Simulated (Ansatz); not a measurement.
## Screened interactions in SrNbO3 (Pm-3m)

How strongly is the local Coulomb interaction screened in SrNbO3 (Pm-3m)?

Method: non-magnetic LDA, then constrained RPA, plane waves, PAW, in Ansatz 0.2.0.

### Step 1. Starting point

Symmetry: Pm-3m, No. 221, cubic system. Conventional cell: a = 4.070 Å, b = 4.070 Å, c = 4.070 Å, α = 90.00°, β = 90.00°, γ = 90.00°. Nearest to Sr lie 12 O at 2.88 Å. Nearest to Nb lie 6 O at 2.03 Å. O has 2 Nb at 2.03 Å and 4 Sr at 2.88 Å nearest. Farther neighbours and most contacts between anions are not listed.

The cell and positions are those that the Materials Project relaxed with its own functionals (PBE, PBE+U or r2SCAN), kept fixed. The program's search for lower electronic states was switched off, so nothing shows that the state found is the lowest. The default PAW set here is soft_2. Its files were made with PBE.

### Step 2. LDA bands and orbital weights

This step: DFT, LDA, plane waves, PAW.

The input, input.yaml:

```yaml
crystal:
  lattice:
    - [0.0, -4.06968976, 0.0]
    - [-4.06968976, 0.0, 0.0]
    - [0.0, 0.0, -4.06968976]
  atoms:
    - { symbol: Sr, position: [0.5, 0.5, 0.5] }
    - { symbol: Nb, position: [0.0, 0.0, 0.0] }
    - { symbol: O, position: [0.0, 0.5, 0.0] }
    - { symbol: O, position: [0.0, 0.0, 0.5] }
    - { symbol: O, position: [0.5, 0.0, 0.0] }
kpoints:
  mp_grid: { grid: [6, 6, 6] }
  band_path:
    path:
      - [[0.0, 0.0, 0.0], [0.0, 0.5, 0.0], [0.5, 0.5, 0.0], [0.0, 0.0, 0.0], [0.5, 0.5, 0.5], [0.0, 0.5, 0.0]]
      - [[0.5, 0.5, 0.5], [0.5, 0.5, 0.0]]
    npoints: 10
hamiltonian:
  xc: lda
scf:
  occupations: { method: gaussian, width: 0.08 }
  n_extra_bands: 19
  max_iter: 150
  lower_state_search: "off"
output:
  eigenvalues: true
  fatbands: true
  write_density: true
  write_potential: true
  elf: true
  volumetric_format: npy
```

Command:

```bash
$ ansatz run input.yaml --threads 4 --pin off --max-ram 14745MiB --backend cpu --events-out ev --progress --plain --runs-dir out
```

Numbers of over 12 decimals in the logs are rounded to 6 here.

Log:

```text
scf.n_extra_bands = 19 over 21 filled bands (N_el = 41.0): the run solves 40 bands
Engine: ansatz 0.2.0, aarch64-unknown-linux-gnu
Pseudopotentials: kind: paw
Pseudopotential: Sr, paw, valence charge 10, recommended cutoff 420 eV (normal), Sr.paw.azcp
Pseudopotential: Nb, paw, valence charge 13, recommended cutoff 420 eV (normal), Nb.paw.azcp
Pseudopotential: O, paw, valence charge 6, recommended cutoff 420 eV (normal), O.paw.azcp
Functional definition: SPW92
  exchange = slater_x
  correlation = pw_c
Crystal: 5 atoms, lattice volume = 67.404 Å³
Basis set: ecut = 420 eV, 1357 PW (Γ)
Bands: 40, of which v1, the nominal top of the filled ones, is band 21 counted from 1 (20 counted from 0)
Symmetry: 48 space group operations
Space group: Pm-3m (ITA 221), of the structure as read, at distance tolerance 4.1e-5 Å
k-points: 20 of 216
Non-local potential: Sr, projectors of the file, l = 0: 3, l = 1: 2, l = 2: 2
Non-local potential: Nb, projectors of the file, l = 0: 3, l = 1: 2, l = 2: 2, l = 3: 1
Non-local potential: O, projectors of the file, l = 0: 2, l = 1: 2, l = 2: 1
PAW form: soft (Blöchl's): semilocal exchange-correlation on the pseudo side does not see the compensation charge
PAW frozen core: Sr, regenerated for the run's functional, and the local potential with it (the file was generated under x = pbe(κ = 0.804, μ = 0.219515), c = pbe(β = 0.066725))
PAW frozen core: Nb, regenerated for the run's functional, and the local potential with it (the file was generated under x = pbe(κ = 0.804, μ = 0.219515), c = pbe(β = 0.066725))
PAW frozen core: O, regenerated for the run's functional, and the local potential with it (the file was generated under x = pbe(κ = 0.804, μ = 0.219515), c = pbe(β = 0.066725))
PAW one-centre angular grid: Sr, 110 points (default); XC on 64 Gauss nodes
PAW one-centre angular grid: Nb, 590 points (default); XC on 64 Gauss nodes
PAW one-centre angular grid: O, 110 points (default); XC on 64 Gauss nodes
Initial density: superposition of atomic densities (neutral atoms: chi_scale 0, normalization atom), corrected by the library's trained network
Initial wavefunctions: pseudopotential atomic-orbital guess
Functional: x = slater, c = lda
SCF iter   1: F=—  HF=-9559.938735 eV  |F-HF|=—  |Δ(HF+E_count)|=         —  Δρ=1.71e-2  dr2=1.77e-1  ethr=1.77e-3  ⟨swp⟩=8.2  Hψ=4250  notcnv=0  defer=135
preconditioner: auto → Resta (q_TF=auto, 2.511 Å⁻¹)  ε∞=2.9  [insulator: Δε(μ)=0.079 eV  Ē_g=18.358 eV  σ=0.080 eV  W_gap=0.51  n_scr=18 (ndim 8)  ℏωp=25.2 eV  f_vac=0.003  D(μ)=1.75/eV (n_scr^D=6)  ε∞_Penn≈2.9]
SCF iter   2: F=—  HF=-9559.904932 eV  |F-HF|=—  |Δ(HF+E_count)|=   3.38e-2  Δρ=7.54e-3  dr2=3.98e-2  ethr=4.33e-4  ⟨swp⟩=1.6  Hψ=1014  notcnv=0  defer=207
preconditioner: auto → Kerker (q_TF=auto, 2.511 Å⁻¹)  [metal: Δε(μ)=0.074 eV  Ē_g=18.418 eV  σ=0.080 eV  W_gap=0.48  n_scr=18 (ndim 8)  ℏωp=25.2 eV  f_vac=0.003  D(μ)=1.81/eV (n_scr^D=18)]
SCF iter   3: F=—  HF=-9559.895328 eV  |F-HF|=—  |Δ(HF+E_count)|=   9.60e-3  Δρ=1.09e-3  dr2=6.63e-4  ethr=9.70e-5  ⟨swp⟩=2.0  Hψ=740  notcnv=0  defer=207
SCF iter   4: F=—  HF=-9559.895125 eV  |F-HF|=—  |Δ(HF+E_count)|=   2.03e-4  Δρ=1.83e-4  dr2=4.38e-5  ethr=1.62e-6  ⟨swp⟩=2.5  Hψ=848  notcnv=0  defer=207
SCF iter   5: F=—  HF=-9559.895109 eV  |F-HF|=—  |Δ(HF+E_count)|=   1.58e-5  Δρ=7.78e-5  dr2=6.72e-6  ethr=1.07e-7  ⟨swp⟩=2.1  Hψ=753  notcnv=0  defer=207
SCF iter   6: F=—  HF=-9559.895107 eV  |F-HF|=—  |Δ(HF+E_count)|=   1.92e-6  Δρ=2.03e-5  dr2=7.13e-7  ethr=1.64e-8  ⟨swp⟩=2.7  Hψ=893  notcnv=0  defer=207
SCF iter   7: F=-9559.895107 eV  HF=-9559.895107 eV  |F-HF|=1.13e-8  |Δ(HF+E_count)|=   2.75e-7  Δρ=3.88e-6  dr2=1.61e-8  ethr=2.44e-10  ⟨swp⟩=11.2  Hψ=3928  notcnv=0
SCF 1 converged in 7 iterations: F = -9559.895107 eV  dr2 = 1.61e-8
  greatest PAW one-centre occupation: 0.997 electrons in one spin orbital (limit 2), on the Nb atom at site 1 (counted from 0), in its partial waves of l = 0
NSCF: frozen V_eff on 62 k-points
SCF converged after 7 iterations
Free energy (F): -9559.895107 eV
Harris-Foulkes:  -9559.895107 eV  (|F-HF|=1.13e-8)
Internal energy: -9559.889164 eV  (E = F + TS)
E sigma→0 (E₀):  -9559.892135 eV
Entropy (-TS):   -0.005943 eV (-1.189 meV/atom)
Fermi energy:    12.658334 eV
--- Per-component energies (eV) ---
  E_band       = -190.006542
  E_kinetic    = 1161.317586
  E_local      = -2485.866147  (includes V_loc(G=0)·N_el)
  E_nonlocal   = 475.958064
  E_hartree    = 788.140044
  E_xc         = -564.170178
  E_vxc        = -654.998627  (∫ρ·V_xc dr)
  E_paw        = -6002.014518  (= ΣΔE_a)
  E_vpaw       = -262.709779  (= ΣTr[D̂ρ^β])
  E_aug_tail   = 0.007511  (compensation charges beyond the density's cutoff)
  E_ewald      = -2934.272120
  E_core_change = 1.010594  (= ΣΔE_core)
  E_smearing   = -0.005943  (= −TS)
  E_closure    = -0.000000  (closes the sum)
  Σ components = -9559.895107   (vs F -9559.895107, Δ=0.00e0)
--- Band table (eV; the first three rows and the last of 20) ---
  k-point 0: bands = [... 17 lower, 8.7776, 8.7776, 8.7776, 11.5441, 11.5441, 11.5441, 14.1681, 14.3980, ... 15 higher]
  k-point 1: bands = [... 17 lower, 8.0088, 8.6813, 8.6813, 11.6084, 12.2234, 12.2234, 14.6812, 14.8054, ... 15 higher]
  k-point 2: bands = [... 17 lower, 7.6227, 8.5917, 8.5917, 11.7467, 13.4544, 13.4544, 15.4928, 15.5439, ... 15 higher]
  k-point 19: bands = [... 17 lower, 9.2140, 9.2140, 9.2140, 15.3055, 15.3055, 15.3055, 15.6581, 15.6581, ... 15 higher]
```

Run time: 2.7 s. Hardware: 4 threads of Arm Neoverse V1, shared host; peak memory 0.38 GiB; 10 s of CPU time.

In the SCF lines HF is the Harris–Foulkes energy and dr2 the Hartree energy of the density residual, in eV; the loop may stop once dr2 is under the threshold and the program's other checks hold. Hψ counts applications of the Hamiltonian.

Electronic bands along the path, in eV, zero at the Fermi level:

| point | band 17 | band 18 | band 19 | band 20 | band 21 | band 22 | band 23 | band 24 |
| --- | --- | --- | --- | --- | --- | --- | --- | --- |
| Γ | -4.51 | -3.88 | -3.88 | -3.88 | -1.11 | -1.11 | -1.11 | 1.51 |
| halfway | -5.12 | -4.87 | -4.03 | -4.03 | -0.98 | 0.19 | 0.19 | 2.42 |
| X | -5.61 | -5.19 | -4.10 | -4.10 | -0.84 | 1.43 | 1.43 | 2.92 |
| halfway | -5.17 | -4.86 | -4.45 | -4.02 | 0.36 | 1.45 | 1.70 | 3.53 |
| M | -4.91 | -4.91 | -4.61 | -3.52 | 1.47 | 1.47 | 2.32 | 3.34 |
| halfway | -5.07 | -4.77 | -4.33 | -4.13 | 0.19 | 0.34 | 0.74 | 3.12 |
| Γ | -4.51 | -3.88 | -3.88 | -3.88 | -1.11 | -1.11 | -1.11 | 1.51 |
| halfway | -5.97 | -4.32 | -4.32 | -4.01 | 0.89 | 0.89 | 0.89 | 3.42 |
| R | -7.15 | -3.44 | -3.44 | -3.44 | 2.65 | 2.65 | 2.65 | 3.00 |
| halfway | -6.01 | -4.32 | -4.17 | -3.91 | 1.02 | 1.75 | 1.85 | 4.01 |
| X | -5.61 | -5.19 | -4.10 | -4.10 | -0.84 | 1.43 | 1.43 | 2.92 |
| jump to R | -7.15 | -3.44 | -3.44 | -3.44 | 2.65 | 2.65 | 2.65 | 3.00 |
| halfway | -6.32 | -4.04 | -4.04 | -3.48 | 1.89 | 1.89 | 2.49 | 3.29 |
| M | -4.91 | -4.91 | -4.61 | -3.52 | 1.47 | 1.47 | 2.32 | 3.34 |

Of the projections kept (Nb 4d, O 2p), the largest for each band there; the rest of the weight can lie on other orbitals:

| point | band 17 | band 18 | band 19 | band 20 | band 21 | band 22 | band 23 | band 24 |
| --- | --- | --- | --- | --- | --- | --- | --- | --- |
| Γ | O 2p 0.98 | O 2p 0.97 | O 2p 0.97 | O 2p 0.97 | Nb 4d 0.96 | Nb 4d 0.96 | Nb 4d 0.96 | - |
| X | O 2p 0.93 | O 2p 0.93 | O 2p 0.97 | O 2p 0.97 | Nb 4d 1.00 | Nb 4d 0.71 | Nb 4d 0.71 | Nb 4d 0.75 |
| M | O 2p 0.96 | O 2p 0.96 | O 2p 0.95 | O 2p 0.99 | Nb 4d 0.71 | Nb 4d 0.71 | Nb 4d 0.54 | Nb 4d 0.34 |
| Γ | O 2p 0.98 | O 2p 0.97 | O 2p 0.97 | O 2p 0.97 | Nb 4d 0.96 | Nb 4d 0.96 | Nb 4d 0.96 | - |
| R | O 2p 0.64 | O 2p 0.99 | O 2p 0.99 | O 2p 0.99 | Nb 4d 0.61 | Nb 4d 0.61 | Nb 4d 0.61 | - |
| X | O 2p 0.93 | O 2p 0.93 | O 2p 0.97 | O 2p 0.97 | Nb 4d 1.00 | Nb 4d 0.71 | Nb 4d 0.71 | Nb 4d 0.75 |

Valence density in the ac plane at fractional y = 0.000, with atoms of Nb and O within 0.2 Å of it. It is the smooth field of the valence electrons, not physical close to the nuclei.

Ten even steps from '0' (0.0 e/Å³) to '9' (7.2 e/Å³), each cell a mean:
```
66311268520146
54100133210024
11000000000001
10000000000000
21000000000012
64100000000025
97200000000038
85100000000036
32000000000012
11000000000001
11000000000001
33100012100013
66311257410146
66311389621156
```
Columns run along a (4.1 Å), rows up along c (4.1 Å). Atoms in or near the plane, at fractional coordinates: Nb at (0.00, 0.00), O at (0.00, 0.50), O at (0.50, 0.00).

ELF in the ac plane at fractional y = 0.000, with atoms of Nb and O within 0.2 Å of it. It is the smooth field of the valence electrons, not physical close to the nuclei.

Ten even steps from '_' (0.02) to '@' (0.81), each cell a mean:
```
++%%%%--++@@%%**@@@@--==@@##
%%@@**::++@@@@@@@@%%::--%%@@
====::..::**%%@@%%++....--==
----::....::++++==::....::--
@@@@##==..____..____::++%%@@
%%@@@@##::__________==%%@@@@
--##@@%%--________..++@@@@**
**%%@@%%--__________++%%@@%%
@@@@%%++..__________::**@@@@
**++==::__..----::....::++++
----....::++%%%%##==....::--
%%##==..==%%@@@@@@##::::**%%
**%%##--++@@%%##@@@@--==@@%%
::**%%--**@@**--%%@@--==%%++
```
Columns run along a (4.1 Å), rows up along c (4.1 Å). Atoms in or near the plane, at fractional coordinates: Nb at (0.00, 0.00), O at (0.00, 0.50), O at (0.50, 0.00).

### Step 3. Constrained RPA: Nb t2g, bands v1 to c2, 6×6×6 mesh, medium accuracy

Constrained RPA screens the interaction with every transition except those inside the target bands, which a later many-body model would treat itself.

This step: constrained RPA on LDA, plane waves, PAW.

input.yaml, the sections that differ from step 2:

```yaml
kpoints:
  mp_grid: { grid: [6, 6, 6] }
output:
  crpa:
    kmesh: [6, 6, 6]
    target_bands: [v1, c2]
    projections: [{ species: Nb, l: d, shell: 4, orbitals: [dxz, dyz, dxy] }]
  local_orbitals:
    kmesh: [6, 6, 6]
    orbitals: [{ species: Nb, l: d, shell: 4, orbitals: [dxz, dyz, dxy] }]
    window: { bands: [v1, c2] }
    seedname: lo
# crystal, hamiltonian, scf: as in step 2
```

Log:

```text
[...]
Crystal: 5 atoms, lattice volume = 67.404 Å³
Basis set: ecut = 420 eV, 1357 PW (Γ)
Bands: 40, of which v1, the nominal top of the filled ones, is band 21 counted from 1 (20 counted from 0)
[... 1 set-up line as in the run before ...]
[...]
k-points: 20 of 216
[...]
SCF iter   1: F=—  HF=-9559.938735 eV  |F-HF|=—  |Δ(HF+E_count)|=         —  Δρ=1.71e-2  dr2=1.77e-1  ethr=1.77e-3  ⟨swp⟩=8.2  Hψ=4250  notcnv=0  defer=135
[...]
SCF iter   7: F=-9559.895107 eV  HF=-9559.895107 eV  |F-HF|=1.13e-8  |Δ(HF+E_count)|=   2.75e-7  Δρ=3.88e-6  dr2=1.61e-8  ethr=2.44e-10  ⟨swp⟩=11.1  Hψ=3912  notcnv=0
SCF 1 converged in 7 iterations: F = -9559.895107 eV  dr2 = 1.61e-8
[...]
NSCF: frozen V_eff on 23 k-points
[...]
cRPA screening: q 1/216
cRPA screening: q 2/216
cRPA screening: q 8/216 (q-point 3)
cRPA screening: q 14/216 (q-point 4)
cRPA screening: q 17/216 (q-point 8)
cRPA screening: q 29/216 (q-point 9)
cRPA screening: q 53/216 (q-point 10)
cRPA screening: q 65/216 (q-point 15)
cRPA screening: q 77/216 (q-point 16)
cRPA screening: q 89/216 (q-point 22)
cRPA screening: q 92/216 (q-point 44)
cRPA screening: q 100/216 (q-point 45)
cRPA screening: q 124/216 (q-point 46)
cRPA screening: q 136/216 (q-point 51)
cRPA screening: q 160/216 (q-point 52)
cRPA screening: q 184/216 (q-point 58)
cRPA screening: q 190/216 (q-point 87)
cRPA screening: q 198/216 (q-point 88)
cRPA screening: q 210/216 (q-point 94)
cRPA screening: q 216/216 (q-point 130)
SCF converged after 7 iterations
Free energy (F): -9559.895107 eV
[...]
Internal energy: -9559.889164 eV  (E = F + TS)
E sigma→0 (E₀):  -9559.892135 eV
Entropy (-TS):   -0.005943 eV (-1.189 meV/atom)
Fermi energy:    12.658334 eV
[...]
--- Band table (eV; the first three rows and the last of 20) ---
  k-point 0: bands = [... 17 lower, 8.7776, 8.7776, 8.7776, 11.5441, 11.5441, 11.5441, 14.1681, 14.3980, ... 15 higher]
  k-point 1: bands = [... 17 lower, 8.0088, 8.6813, 8.6813, 11.6084, 12.2234, 12.2234, 14.6812, 14.8054, ... 15 higher]
  k-point 2: bands = [... 17 lower, 7.6227, 8.5917, 8.5917, 11.7467, 13.4544, 13.4544, 15.4928, 15.5439, ... 15 higher]
  k-point 19: bands = [... 17 lower, 9.2140, 9.2140, 9.2140, 15.3055, 15.3055, 15.3055, 15.6581, 15.6581, ... 15 higher]
--- cRPA (band scheme, projected local orbitals): target bands 21..23 (1-based), 3 Wannier function(s), 6×6×6 mesh, 46 bands' worth read of 51 solved, ecut_chi 136.0 eV, v(q+G=0) probe_charge, pair densities all_electron ---
  bands read: the sum over 46 bands ends inside a degenerate multiplet in 16 slots, whose members it reads at an even weight; the widest, k=0: bands 45 to 47 (counted from 1) at 2/3 each
  χ-basis size per q: N_G = 232..280
  window electrons = 1.0000, filled by tetrahedron_uncorrected; constrained ε̄⁻¹(q = 0, 0) head = 0.219184; min gauge Gram eig = 0.5368
  Kanamori averages over each shell's own Wannier functions (sites counted from 0, functions from 1):
    Site 1, 4D, 3 of 5 d orbitals (Wannier functions 1, 2, 3; wannier90's mr 2, 3, 5):
      screened: U = 2.9679 eV, U' = 2.4112 eV, J = 0.2783 eV
      screened, to within: U = 3.8e-3 eV, U' = 3.8e-3 eV, J = 4.4e-4 eV
      bare: V = 10.7937 eV, V' = 9.9808 eV, J = 0.3850 eV
  Hermiticity witness max|P − P†| over intra, direct and exchange elements: 7.99e-15 eV (screened), 8.90e-24 eV (bare)
  Reality witness max|Im| over intra, direct and exchange elements: 3.36e-20 eV (screened), 1.49e-19 eV (bare)
```

Run time: 2.8 min. Hardware: 4 threads; peak memory 0.77 GiB; 11 min of CPU time.

This step gave:

* U: 2.968 eV
* U prime (inter-orbital): 2.411 eV
* J: 0.2783 eV
* bare V: 10.79 eV
* bare J: 0.3850 eV
* stated bound on U: 0.003788 eV
* U over bare V: 0.2750
* electrons in the window: 1.0000
* head of the constrained inverse dielectric matrix: 0.2192
* least eigenvalue of the projection's overlap: 0.5368
* target functions: 3
* bands in the sums: 46
* r.m.s. miss of the model bands: 0.01174 eV
* width of the target bands: 3.761 eV
* weight of the projected orbitals in the window: 0.7217

On the Nb t2g shell, screening brings the on-site interaction from 10.8 eV down to U = 2.97 eV.

Kanamori averages over each shell's functions. Crpa shells, by row:

| site | element | shell | orbitals | U (eV) | U' (eV) | J (eV) | bare V (eV) | bare V' (eV) | bare J (eV) | bound on U (eV) |
| --- | --- | --- | --- | --- | --- | --- | --- | --- | --- | --- |
| 2 | Nb | 4D | 3 | 2.968 | 2.411 | 0.2783 | 10.79 | 9.981 | 0.385 | 0.003788 |

Density-density elements U_iijj, eV. U matrix, by row:

| orbital | Nb2 dxz | Nb2 dyz | Nb2 dxy |
| --- | --- | --- | --- |
| Nb2 dxz | 2.968 | 2.411 | 2.411 |
| Nb2 dyz | 2.411 | 2.968 | 2.411 |
| Nb2 dxy | 2.411 | 2.411 | 2.968 |

Exchange elements U_ijji, eV. J matrix, by row:

| orbital | Nb2 dxz | Nb2 dyz | Nb2 dxy |
| --- | --- | --- | --- |
| Nb2 dxz | - | 0.278 | 0.278 |
| Nb2 dyz | 0.278 | - | 0.278 |
| Nb2 dxy | 0.278 | 0.278 | - |

Projected local orbitals of the target window. The electronic bands at the labelled points (eV, zero at the Fermi level; # counts the bands kept):

| point | #1 | #2 | #3 |
| --- | --- | --- | --- |
| Γ | -1.11 | -1.11 | -1.11 |
| halfway | -0.98 | 0.19 | 0.19 |
| X | -0.84 | 1.43 | 1.43 |
| halfway | 0.36 | 1.45 | 1.69 |
| M | 1.47 | 1.47 | 2.32 |
| halfway | 0.19 | 0.34 | 0.73 |
| Γ | -1.11 | -1.11 | -1.11 |
| halfway | 0.88 | 0.88 | 0.89 |
| R | 2.65 | 2.65 | 2.65 |
| halfway | 1.02 | 1.74 | 1.85 |
| X | -0.84 | 1.43 | 1.43 |
| jump to R | 2.65 | 2.65 | 2.65 |
| halfway | 1.86 | 1.86 | 2.49 |
| M | 1.47 | 1.47 | 2.32 |

The same for Kohn-Sham, solved directly:

| point | #1 | #2 | #3 |
| --- | --- | --- | --- |
| Γ | -1.11 | -1.11 | -1.11 |
| X | -0.84 | 1.43 | 1.43 |
| M | 1.47 | 1.47 | 2.32 |
| Γ | -1.11 | -1.11 | -1.11 |
| R | 2.65 | 2.65 | 2.65 |
| X | -0.84 | 1.43 | 1.43 |
| R | 2.65 | 2.65 | 2.65 |
| M | 1.47 | 1.47 | 2.32 |

The first set of electronic bands as a text plot (rows in eV):

```
    2.6 |                                    ****         ****
    2.4 |                                        *            **
    2.3 |              **                   *    **        *    *
    2.1 |             *                     *     **        *
    1.9 |            *   *                        **
    1.8 |           *                      *        *        *
    1.6 |          *      *                          *        *
    1.5 |       *********                          *  ****     **
    1.3 |      *      *  *               **
    1.2 |                * **
    1.0 |            *    *                         *
    0.8 |     *                         *
    0.7 |           *      ***
    0.5 |    *             **                        *
    0.4 |                    *         *
    0.2 |   *                **
    0.1 |          *                                  *
   -0.1 |                     *      **
   -0.3 |         *           **     **
   -0.4 |                      *                       *
   -0.6 |  *                   **   *
   -0.7 |        *              *   *                   *
   -0.9 | *  ****               *                        *
   -1.0 |****                    ***
         Γ      X      M          Γ            R        X|R     M
```

Onsite levels, by row:

| orbital | level less Fermi level (eV) |
| --- | --- |
| Nb2 dxz | 1.009 |
| Nb2 dyz | 1.009 |
| Nb2 dxy | 1.009 |

Largest distinct elements between sites. Hoppings, by row:

| from | to | cell | distance (Å) | t (eV) |
| --- | --- | --- | --- | --- |
| Nb2 dyz | Nb2 dyz | 1 0 0 | 4.07 | -0.4021 |
| Nb2 dxy | Nb2 dxy | 1 1 0 | 5.755 | -0.0881 |
| Nb2 dxy | Nb2 dxy | 0 0 1 | 4.07 | -0.0496 |
| Nb2 dyz | Nb2 dyz | -2 0 0 | 8.139 | 0.0282 |
| Nb2 dxy | Nb2 dxy | -1 -2 0 | 9.1 | -0.0125 |
| Nb2 dxz | Nb2 dyz | 1 1 0 | 5.755 | 0.0079 |
| Nb2 dyz | Nb2 dyz | 1 -1 -1 | 7.049 | -0.0064 |
| Nb2 dxz | Nb2 dxz | 0 -2 2 | 11.51 | -0.0048 |
| Nb2 dyz | Nb2 dxy | 2 1 -1 | 9.969 | -0.0045 |
| Nb2 dxz | Nb2 dxz | 0 -3 0 | 12.21 | -0.0041 |
| Nb2 dyz | Nb2 dyz | -2 -1 0 | 9.1 | 0.0034 |
| Nb2 dyz | Nb2 dxz | 1 1 -1 | 7.049 | 0.0021 |

### Step 4. Outcome

```yaml
nb_t2g: U 2.97 eV, U′ 2.41 eV, J 0.28 eV, bare V 10.8 eV
method: constrained RPA on non-magnetic LDA, 6×6×6 mesh, static; search for lower states off
```

For Nb t2g, screening cuts the on-site interaction from 10.79 eV to 2.97 eV (27 %), while J goes only from 0.38 eV to 0.28 eV: the monopole is screened far more than the multipoles. U − 2J differs from U′ by +0.0002 eV, so the Kanamori relation holds well. U is 0.79 times the width of the target bands. The parent state is non-magnetic and the interaction static (zero frequency); U depends on the window and the orbitals, so it belongs to this model alone. The bands cross the Fermi level under this constraint, which need not be the crystal's state: magnetic order, correlation or a lattice distortion may open a gap.

[Paths, hosts, dates, memory and timing lines, banners, echoed tables and standing remarks are left out of the program output.]

[Logs are printed without paths, hosts, clocks, repeated set-up lines and the standing remarks that a program may print on its own settings, such as how far it seeks lower states.]

[Runs of the session that timed out or met a known fault of the program may be left out.]

[Hosts, paths, dates, database ids (printed as entryN), source tags and the programs' standing remarks are cut or masked in the printed files.]
